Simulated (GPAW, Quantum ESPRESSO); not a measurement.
# N K-edge XANES of Ta2N (P-3m1), part 4 of 5

Do two independent programs agree on the N K edge of Ta2N (P-3m1)? The same cell and functional are run with XSpectra and with GPAW.

Quantum ESPRESSO 7.5 and GPAW 26.7.0; core-hole supercells, plane-wave PAW PBE.

So far. Step 8 (Spectrum with XCH, N atom 3 (Quantum ESPRESSO)): The total-energy difference is 405.98 eV. One term is added: -7.82 eV, since the hole is spin-paired here and a spin-polarised one costs that much less in the free atom (computed apart). The photon energy is then 398.16 eV. The functional leaves an error of a few eV in such absolute values.

## (11) Spectrum without a core hole, N atom 3 (GPAW)

Level of this step: X-ray absorption from dipole matrix elements to empty bands, plane-wave PAW PBE (GPAW).

Without a hole the spectrum is the empty density of states of the right symmetry on the absorber, weighted by matrix elements. It needs only the small cell and serves as the baseline. The data set with a hole of occupation 0 only carries the core orbital.

xas.py reads:

```python
import numpy as np
from ase import Atoms
from ase.parallel import parprint, paropen
from gpaw import GPAW, PW, FermiDirac, Mixer, MixerDif, setup_paths
from gpaw.test import gen
setup_paths.insert(0, '.')
gen('N', name='nch1s', xcname='PBE', corehole=(1, 0, 0), write_xml=True)
from gpaw.mpi import world
world.barrier()

atoms = Atoms('Ta2N',
    cell=[[3.11286151, 0, 0],
     [-1.55643075, 2.69581714, 0],
     [0, 0, 4.869841]],
    scaled_positions=[[0.33333333, 0.66666667, 0.254711],
     [0.66666667, 0.33333333, 0.745289],
     [0, 0, 0]],
    pbc=True)
atoms.calc = calc = GPAW(legacy_gpaw=True, mode=PW(500), xc='PBE', setups={2: 'nch1s'},
    kpts={'size': (12, 12, 7), 'gamma': True}, occupations=FermiDirac(0.1),
    charge=0, mixer=Mixer(0.1, 5, 50), maxiter=150,
    convergence={'density': 0.0001}, txt='scf.txt')
energy = atoms.get_potential_energy() + calc.get_reference_energy()
ef = calc.get_fermi_level()
out = dict(energy=energy, fermi=ef, forces=atoms.get_forces().tolist())
parprint(f'all-electron energy {energy:.4f} eV, Fermi level {ef:.4f} eV')
ev = np.array([[calc.get_eigenvalues(k, s) for k in range(len(calc.get_ibz_k_points()))] for s in range(calc.get_number_of_spins())])
out['homo'], out['lumo'], out['counts'] = ev[ev < ef].max(), ev[ev > ef].min(), sorted(set((ev < ef).sum((0, 2)).tolist()))
out['filled'] = (ev[:, 0] < ef).sum(1).tolist()

from ase.units import Ha
from gpaw.xas import dipole_matrix_elements
nb = int(calc.get_number_of_electrons() / 2) + 38
top = nb
nscf = calc.fixed_density(kpts={'size': (7, 7, 4), 'gamma': True},
    convergence={'eigenstates': 1.0}, txt='nscf.txt')
nscf.diagonalize_full_hamiltonian(nbands=nb)
cell = atoms.cell.array
ops = [cell.T @ U.T @ np.linalg.inv(cell.T) for U in nscf.wfs.kd.symmetry.op_scc]
E = np.arange(-25, 34, 0.1)
fwhm = np.interp(E, [4, 25], [0.9, 3.5])
Y, X, zero, highest = 0, 0, 1e9, 1e9
for spin in range(nscf.get_number_of_spins()):
    wfs = nscf.wfs
    A = dipole_matrix_elements(wfs.setups[2])
    eps = np.zeros((wfs.kd.nibzkpts, nb))
    d = np.zeros((3, A.shape[1], wfs.kd.nibzkpts, nb), complex)
    for kpt in wfs.kpt_u:
        if kpt.s == spin and 2 in kpt.P_ani:
            eps[kpt.k] = kpt.eps_n * Ha
            d[:, :, kpt.k] = (kpt.weight * wfs.nspins / 2) ** 0.5 * np.inner(A, kpt.P_ani[2])
    world.sum(eps)
    world.sum(d)
    T = np.einsum('amkn,bmkn->abkn', d, d.conj()).real
    T = sum(np.einsum('ai,ijkn,bj->abkn', R, T, R) for R in ops) / len(ops)
    empty = eps > ef
    zero, highest = min(zero, eps[empty].min()), min(highest, eps[:, top - 1].min())
    lines = [(eps, T, empty)] if spin == 0 else lines + [(eps, T, empty)]
for eps, T, empty in lines:
    f = np.einsum('aakn->akn', T).reshape(3, -1)
    x = eps.ravel() - zero
    w = np.interp(x, E, fwhm) / 2.35482
    g = np.exp(-0.5 * ((E[:, None] - x) / w) ** 2) / (w * (2 * np.pi) ** 0.5)
    Y = Y + (f * empty.ravel()) @ g.T
    X = X + (f * ~empty.ravel()) @ g.T
out.update(E=E.round(2).tolist(), xas=Y.tolist(), xes=X.tolist(), zero=zero, valid=highest - zero, nk=len(eps), nb=nb)
for i in range(0, len(E), 10):
    parprint(f'{E[i]:7.2f}', *(f'{v:10.3e}' for v in Y[:, i]))
import json
with paropen('out.json', 'w') as f:
    json.dump(out, f)
```

Started as:

```sh
OMP_NUM_THREADS=1 mpirun -n 4 gpaw python xas.py
```

Numbers of over 12 decimals in the logs are rounded to 6 here.

What it wrote:

```text
Input parameters:
  convergence: {density: 0.0001}
  kpts: {gamma: True,
         size: (12, 12, 7)}
  maxiter: 150
  mixer: {backend: pulay,
          beta: 0.1,
          method: separate,
          nmaxold: 5,
          weight: 50}
  mode: {ecut: 500.0,
         name: pw}
  occupations: {fixmagmom: False,
                name: fermi-dirac,
                width: 0.1}
  setups: {2: nch1s}
  xc: PBE

Initialize ...

[...]
*p    :     0.739496
*d    :     0.000000
--------------------------------

Diagonalizing with gridspacing h=0.050

state   all-electron     PAW
-------------------------------
2s:      -0.682897    -0.683965
2p:      -0.260504    -0.262602
*d:                    0.047814
*f:                    0.075943
-------------------------------
all-electron energy -849856.6050 eV, Fermi level 13.3806 eV
[...]
32.00  1.072e-04  1.072e-04  9.185e-05
  33.00  8.839e-05  8.839e-05  1.001e-04
[key lines of the parts left out:]
Converged after 17 iterations.
Dipole moment: (0.000000, -0.000000, -0.000000) |e|*Ang
Free energy:    -30.021619
Fermi level: 13.38057
```

Wall time 3.3 min (4 MPI ranks of Arm Neoverse V1, shared host); peak memory 0.42 GiB; 13 min of CPU time.

The N K spectrum, N atom 3, no core hole (energy from the lowest empty level; intensity scaled to a mean of 1 over the first 20 eV; polarised curves are means over the symmetry-equivalent atoms):

```csv
E (eV),isotropic,ε ⊥ c,ε ∥ c
-2.00,0.00,0.00,0.00
-1.25,0.00,0.00,0.00
-0.50,0.10,0.10,0.09
0.25,0.87,0.91,0.77
1.00,1.20,1.25,1.09
1.75,1.74,1.89,1.44
2.50,1.60,1.42,1.97
3.25,1.35,1.29,1.46
4.00,1.13,0.91,1.57
4.75,1.54,1.44,1.74
5.50,1.68,1.89,1.27
6.25,1.54,1.88,0.88
7.00,1.15,1.28,0.89
7.75,0.96,0.82,1.22
8.50,0.93,0.78,1.23
9.25,1.15,1.09,1.27
10.00,1.25,1.20,1.37
10.75,1.07,1.00,1.20
11.50,0.83,0.86,0.79
12.25,0.73,0.86,0.48
13.00,0.81,0.99,0.46
13.75,0.85,0.99,0.57
14.50,0.76,0.80,0.67
15.25,0.66,0.64,0.70
16.00,0.61,0.57,0.69
16.75,0.58,0.53,0.68
17.50,0.53,0.48,0.64
18.25,0.47,0.43,0.54
19.00,0.41,0.38,0.45
19.75,0.39,0.36,0.44
20.50,0.41,0.37,0.50
21.25,0.46,0.39,0.60
22.00,0.50,0.41,0.68
22.75,0.53,0.43,0.73
23.50,0.55,0.47,0.73
24.25,0.57,0.50,0.70
25.00,0.57,0.53,0.65
25.75,0.58,0.58,0.60
26.50,0.60,0.64,0.53
27.25,0.63,0.71,0.46
28.00,0.66,0.78,0.41
28.75,0.68,0.83,0.38
29.50,0.69,0.84,0.39
30.25,0.69,0.82,0.44
31.00,0.67,0.76,0.49
31.75,0.63,0.68,0.54
```

Main maxima below 24 eV (height): 1.9 eV (1.76), 5.6 eV (1.69), 9.8 eV (1.26) and 13.6 eV (0.85). 

The same matrix elements for filled bands give the N K emission of N atom 3 (ground-state approximation; energy from the lowest empty level, largest value 1):

| E (eV) | emission |
| --- | --- |
| -24.00 | 0.00 |
| -23.25 | 0.00 |
| -22.50 | 0.00 |
| -21.75 | 0.00 |
| -21.00 | 0.00 |
| -20.25 | 0.00 |
| -19.50 | 0.00 |
| -18.75 | 0.00 |
| -18.00 | 0.00 |
| -17.25 | 0.00 |
| -16.50 | 0.00 |
| -15.75 | 0.00 |
| -15.00 | 0.00 |
| -14.25 | 0.00 |
| -13.50 | 0.00 |
| -12.75 | 0.00 |
| -12.00 | 0.00 |
| -11.25 | 0.00 |
| -10.50 | 0.00 |
| -9.75 | 0.00 |
| -9.00 | 0.06 |
| -8.25 | 0.36 |
| -7.50 | 0.43 |
| -6.75 | 0.92 |
| -6.00 | 0.56 |
| -5.25 | 0.03 |
| -4.50 | 0.01 |
| -3.75 | 0.05 |
| -3.00 | 0.07 |
| -2.25 | 0.09 |
| -1.50 | 0.06 |
| -0.75 | 0.03 |
| 0.00 | 0.01 |
| 0.75 | 0.00 |
| 1.50 | 0.00 |
| 2.25 | 0.00 |
| 3.00 | 0.00 |

Emission maxima: -6.6 eV (1.00) and -2.2 eV (0.09).

## (12) Supercell without a hole, the energy reference (GPAW)

Total energies of two programs can't be mixed, so the cell and mesh of GPAW's hole run get a reference energy of their own.

scf.py reads:

```python
import numpy as np
from ase import Atoms
from ase.parallel import parprint, paropen
from gpaw import GPAW, PW, FermiDirac, Mixer, MixerDif, setup_paths
from gpaw.test import gen
setup_paths.insert(0, '.')
gen('N', name='nch1s', xcname='PBE', corehole=(1, 0, 0), write_xml=True)
from gpaw.mpi import world
world.barrier()

atoms = Atoms('Ta8N4',
    cell=[[-3.11286151, 0, -4.869841],
     [3.11286151, 0, -4.869841],
     [3.11286151, -5.39163429, 0]],
    scaled_positions=[[0.70597783, 0.03931117, 0.66666667],
     [0.70597783, 0.03931117, 0.16666667],
     [0.20597783, 0.53931117, 0.66666667],
     [0.20597783, 0.53931117, 0.16666667],
     [0.29402217, 0.96068883, 0.83333333],
     [0.29402217, 0.96068883, 0.33333333],
     [0.79402217, 0.46068883, 0.83333333],
     [0.79402217, 0.46068883, 0.33333333],
     [0, 0, 0],
     [0, 0, 0.5],
     [0.5, 0.5, 0],
     [0.5, 0.5, 0.5]],
    pbc=True)
atoms.calc = calc = GPAW(legacy_gpaw=True, mode=PW(500), xc='PBE', setups={8: 'nch1s'},
    kpts={'size': (4, 4, 4), 'gamma': True}, occupations=FermiDirac(0.1),
    charge=0, mixer=Mixer(0.1, 5, 50), maxiter=150,
    convergence={'density': 0.0001}, txt='scf.txt')
energy = atoms.get_potential_energy() + calc.get_reference_energy()
ef = calc.get_fermi_level()
out = dict(energy=energy, fermi=ef, forces=atoms.get_forces().tolist())
parprint(f'all-electron energy {energy:.4f} eV, Fermi level {ef:.4f} eV')
ev = np.array([[calc.get_eigenvalues(k, s) for k in range(len(calc.get_ibz_k_points()))] for s in range(calc.get_number_of_spins())])
out['homo'], out['lumo'], out['counts'] = ev[ev < ef].max(), ev[ev > ef].min(), sorted(set((ev < ef).sum((0, 2)).tolist()))
out['filled'] = (ev[:, 0] < ef).sum(1).tolist()
import json
with paropen('out.json', 'w') as f:
    json.dump(out, f)
```

Started as:

```sh
OMP_NUM_THREADS=1 mpirun -n 4 gpaw python scf.py
```

What it wrote:

```text
Input parameters:
  convergence: {density: 0.0001}
  kpts: {gamma: True,
         size: (4, 4, 4)}
  maxiter: 150
  mixer: {backend: pulay,
          beta: 0.1,
          method: separate,
          nmaxold: 5,
          weight: 50}
  mode: {ecut: 500.0,
         name: pw}
  occupations: {fixmagmom: False,
                name: fermi-dirac,
                width: 0.1}
  setups: {8: nch1s}
  xc: PBE

Initialize ...

[...]
<dir> UserWarning: Initial realspace grid (30,30,35) inconsistent with symmetries.
  warnings.warn(
<dir> UserWarning: Using symmetrized grid: (35,35,35).

  warnings.warn('Using symmetrized grid: ({},{},{}).\n'.format(*N_c))
<dir> UserWarning: Initial realspace grid (30,30,35) inconsistent with symmetries.
  warnings.warn(
<dir> UserWarning: Using symmetrized grid: (35,35,35).

  warnings.warn('Using symmetrized grid: ({},{},{}).\n'.format(*N_c))
all-electron energy -3399426.3605 eV, Fermi level 13.4025 eV
[key lines of the parts left out:]
Converged after 25 iterations.
Dipole moment: (-0.000000, 0.000000, 0.000000) |e|*Ang
Free energy:   -120.035524
Fermi level: 13.40255
```

The job ended after 2.3 min (4 MPI ranks; peak memory 0.37 GiB; 9.4 min of CPU time).

Reference energy: -3399426.360 eV with the cores included.

(Continued in part 5 of 5.)

[Banner, clock and machine lines of the logs are left out without a mark of their own.]

[Logs are printed without paths, hosts, clocks, repeated set-up lines and the standing remarks that a program may print on its own settings, such as how far it seeks lower states.]

[Hosts, paths, dates, database ids (printed as entryN), source tags and the programs' standing remarks are cut or masked in the printed files.]

[Lists of maxima count a maximum above −3 eV only where it reaches 4 % of the highest in the window and stands out from its surroundings by 2 % of it (1.5 % where it reaches 55 %); shoulders and weaker maxima are passed over, and of the rest the first, up to two pre-edge ones and the few strongest are named.]
